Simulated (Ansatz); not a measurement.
# Lattice dynamics of La3AlC (Pm-3m), part 3 of 3

Wanted: phonon frequencies of La3AlC (Pm-3m) and what follows from them.

Ansatz 0.2.0; DFT PBEsol, scalar-relativistic, plane waves, PAW; PAW set soft_1.

So far. Step 3 (Relaxing to small forces for the phonons): The forces vanish by symmetry and the pressure is 0.000 GPa, within the tolerances set. The cell now holds 27.03 Å³/atom. Step 4 (Linear response at the zone centre): Before it was imposed, the acoustic sum rule was missed by 5.0e-5 eV/Å². Small misses are needed for a sound result but don't prove that mesh and cutoff are converged. The relaxed cell has a = 5.132 Å (conventional setting).

**5. Response at finite wavevector (continued)**

Interpolated from a 2×2×2 q mesh. The phonon branches at the labelled points (cm⁻¹):

| point | branch 1 | branch 2 | branch 3 | branch 4 | branch 12 | branch 13 | branch 14 | branch 15 |
| --- | --- | --- | --- | --- | --- | --- | --- | --- |
| Γ | -169 | -169 | -169 | -50 | 123 | 138 | 138 | 138 |
| halfway | -138 | -138 | -12 | -12 | 138 | 138 | 149 | 244 |
| X | -117 | -117 | 54 | 60 | 140 | 140 | 164 | 382 |
| halfway | 24 | 32 | 42 | 62 | 155 | 189 | 267 | 381 |
| M | 8 | 64 | 64 | 67 | 157 | 255 | 379 | 379 |
| halfway | -47 | -3 | 28 | 40 | 147 | 148 | 254 | 256 |
| Γ | -169 | -169 | -169 | -50 | 123 | 138 | 138 | 138 |
| halfway | -13 | 31 | 31 | 70 | 153 | 276 | 276 | 279 |
| R | -25 | -25 | -25 | 94 | 188 | 391 | 391 | 391 |
| halfway | 23 | 24 | 38 | 74 | 162 | 298 | 300 | 383 |
| X | -117 | -117 | 54 | 60 | 140 | 140 | 164 | 382 |
| jump to R | -25 | -25 | -25 | 94 | 188 | 391 | 391 | 391 |
| halfway | -17 | 28 | 28 | 88 | 174 | 329 | 385 | 385 |
| M | 8 | 64 | 64 | 67 | 157 | 255 | 379 | 379 |

The phonon density of states has structure finer than the step of the table below, so its rows give means over 20 cm⁻¹, whole bins alone (the curve runs from -168 to 392 cm⁻¹). Peaks (cm⁻¹: height): 87.5: 0.0873, 117.5: 0.110, 142.5: 0.277.

Tetrahedra on a 12×12×12 mesh, mean over bins of 5 cm-1. Interpolated from a 2×2×2 q mesh. Table of phonon density of states by wavenumber; means over each step:

| wavenumber (cm⁻¹) | phonon density of states (1/cm⁻¹/cell) |
| --- | --- |
| -140 | 0.00163 |
| -120 | 0.00338 |
| -100 | 0.00499 |
| -80 | 0.00552 |
| -60 | 0.00573 |
| -40 | 0.00910 |
| -20 | 0.0153 |
| 0 | 0.0213 |
| 20 | 0.0447 |
| 40 | 0.0617 |
| 60 | 0.0614 |
| 80 | 0.0708 |
| 100 | 0.0456 |
| 120 | 0.0645 |
| 140 | 0.160 |
| 160 | 0.0457 |
| 180 | 0.0144 |
| 200 | 0.00843 |
| 220 | 0.00810 |
| 240 | 0.00849 |
| 260 | 0.00909 |
| 280 | 0.00885 |
| 300 | 0.00871 |
| 320 | 0.00954 |
| 340 | 0.0127 |
| 360 | 0.0162 |
| 380 | 0.0231 |

The partial phonon density of states has structure finer than the step of the table below, so its rows give means over 25 cm⁻¹, whole bins alone (the curve runs from -179 to 410 cm⁻¹). Peaks (cm⁻¹: height): Al 143.4: 0.166; C 210.1: 0.0101, 284.1: 0.0174, 343.3: 0.0280, 376.7: 0.0398; La -8.4: 0.0215, 32.4: 0.0751, 54.6: 0.0670, 87.9: 0.0780, 113.8: 0.0957, 139.7: 0.0458.

Phonopy on the run's constants, 11x11x11 mesh, Gaussian sigma 4.2 cm-1. Interpolated from a 2×2×2 q mesh. The partial phonon density of states by wavenumber; means over each step; values in 1/cm⁻¹/cell:

| wavenumber (cm⁻¹) | Al | C | La |
| --- | --- | --- | --- |
| -150 | 1.0e-5 | 0.00140 | 7.5e-5 |
| -125 | 2.7e-5 | 0.00265 | 4.6e-4 |
| -100 | 5.6e-5 | 0.00342 | 0.00115 |
| -75 | 6.4e-5 | 0.00314 | 0.00351 |
| -50 | 2.9e-5 | 9.8e-4 | 0.00465 |
| -25 | 2.4e-5 | 4.3e-4 | 0.0151 |
| 0 | 3.8e-5 | 1.7e-4 | 0.0158 |
| 25 | 4.1e-4 | 6.2e-4 | 0.0547 |
| 50 | 7.5e-4 | 0.00139 | 0.0596 |
| 75 | 6.6e-4 | 0.00307 | 0.0629 |
| 100 | 9.2e-4 | 0.00260 | 0.0469 |
| 125 | 0.0307 | 0.00171 | 0.0477 |
| 150 | 0.0827 | 0.00486 | 0.0350 |
| 175 | 0.00214 | 0.00593 | 0.0100 |
| 200 | 5.7e-4 | 0.00771 | 0.00128 |
| 225 | 2.2e-4 | 0.00648 | 6.3e-4 |
| 250 | 4.6e-5 | 0.00482 | 3.2e-4 |
| 275 | 1.4e-4 | 0.0121 | 1.5e-4 |
| 300 | 1.0e-4 | 0.00857 | 9.3e-5 |
| 325 | 2.3e-5 | 0.00527 | 4.1e-5 |
| 350 | 1.3e-4 | 0.0180 | 2.0e-5 |
| 375 | 1.1e-4 | 0.0225 | 6.9e-6 |

Symmetry leaves 4 wavevectors to solve. The lowest mode among them, the acoustic zeros apart, lies at Γ and is imaginary, 168.7i cm⁻¹, so the energy falls along it.

**6. Another isotope**

An isotope changes the mass and not the force constants, so no new electronic calculation is needed; the shifts show which modes move this element.

The same force constants with the mass of C changed from 12.011 to 13.003 u (phonopy, no LO-TO term). Both lists are sorted by frequency; levels can cross, so a row need not hold one and the same mode. Modes under 3 cm⁻¹ are left out. Isotope shifts, by row, the first 40 of 57 rows:

| q | rank | natural mass (cm⁻¹) | changed mass (cm⁻¹) |
| --- | --- | --- | --- |
| 0 0 0 | 1 | -168.7 | -162.3 |
| 0 0 0 | 2 | -168.7 | -162.3 |
| 0 0 0 | 3 | -168.7 | -162.3 |
| 0 0 0 | 4 | -49.49 | -49.49 |
| 0 0 0 | 5 | -49.49 | -49.49 |
| 0 0 0 | 6 | -49.49 | -49.49 |
| 0 0 0 | 10 | 122.8 | 122.8 |
| 0 0 0 | 11 | 122.8 | 122.8 |
| 0 0 0 | 12 | 122.8 | 122.8 |
| 0 0 0 | 13 | 137.8 | 137.8 |
| 0 0 0 | 14 | 137.8 | 137.8 |
| 0 0 0 | 15 | 137.8 | 137.8 |
| 0 0 -0.5 | 1 | -117.1 | -114 |
| 0 0 -0.5 | 2 | -117.1 | -114 |
| 0 0 -0.5 | 3 | 54.51 | 54.51 |
| 0 0 -0.5 | 4 | 59.74 | 59.74 |
| 0 0 -0.5 | 5 | 59.74 | 59.74 |
| 0 0 -0.5 | 6 | 61.58 | 61.16 |
| 0 0 -0.5 | 7 | 61.58 | 61.16 |
| 0 0 -0.5 | 8 | 84.81 | 84.81 |
| 0 0 -0.5 | 9 | 129.4 | 129.4 |
| 0 0 -0.5 | 10 | 139.3 | 139.2 |
| 0 0 -0.5 | 11 | 139.3 | 139.2 |
| 0 0 -0.5 | 12 | 140.1 | 139.3 |
| 0 0 -0.5 | 13 | 140.1 | 139.3 |
| 0 0 -0.5 | 14 | 163.8 | 163.8 |
| 0 0 -0.5 | 15 | 382.1 | 367.2 |
| 0 -0.5 -0.5 | 1 | 7.78 | 7.78 |
| 0 -0.5 -0.5 | 2 | 63.74 | 63.74 |
| 0 -0.5 -0.5 | 3 | 63.74 | 63.74 |
| 0 -0.5 -0.5 | 4 | 66.73 | 66.73 |
| 0 -0.5 -0.5 | 5 | 66.73 | 66.73 |
| 0 -0.5 -0.5 | 6 | 94.04 | 94.04 |
| 0 -0.5 -0.5 | 7 | 103.6 | 103.2 |
| 0 -0.5 -0.5 | 8 | 114 | 114 |
| 0 -0.5 -0.5 | 9 | 149.1 | 149.1 |
| 0 -0.5 -0.5 | 10 | 149.5 | 149.5 |
| 0 -0.5 -0.5 | 11 | 149.5 | 149.5 |
| 0 -0.5 -0.5 | 12 | 157.2 | 157.2 |
| 0 -0.5 -0.5 | 13 | 255.1 | 246.1 |

A mode of this element alone would shift by -3.89 %. The highest zone-centre frequency without the field goes from 137.8 to 137.8 cm⁻¹ (-0.0 %).

**7. What came out**

| Item | Value |
| --- | --- |
| space group after relaxation (within 0.01 Å) | Pm-3m |
| volume per atom | 27.0 Å³ |
| electronic character | no gap on this mesh |
| highest optical mode at the zone centre (no LO-TO term) | 138 cm⁻¹ |
| lowest optical zone-centre mode | -169 cm⁻¹ |
| lowest mode on the q mesh (acoustic modes at Γ apart) | -169 cm⁻¹ |
| highest frequency on the path or at a solved wavevector | 391 cm⁻¹ |
| imaginary modes on the 2×2×2 q mesh | yes |

Modes are clearly imaginary (beyond 10i cm⁻¹) at 3 of the 4 irreducible wavevectors, most at Γ (168.7i cm⁻¹), so this structure is not a minimum of the energy. The optical modes at Γ span -169 to 138 cm⁻¹ (negative means imaginary). The highest mode in this list at Γ, 137.8 cm⁻¹, is mostly motion of La (73 % of the kinetic energy). With no gap, or one that is small against the smearing, the frequencies hang on the k mesh and the smearing, most of all near Kohn anomalies. Spin-orbit coupling is left out, which can matter for the heavy elements here. The PAW files were made for PBE and serve the other functionals too. A phonon run warned that its eigensolver left some bands unconverged in a pass. These are harmonic frequencies at zero temperature: anharmonic shifts, linewidths and thermal expansion are left out.

[Hosts, paths, dates, database ids (printed as entryN), source tags and the programs' standing remarks are cut or masked in the printed files.]
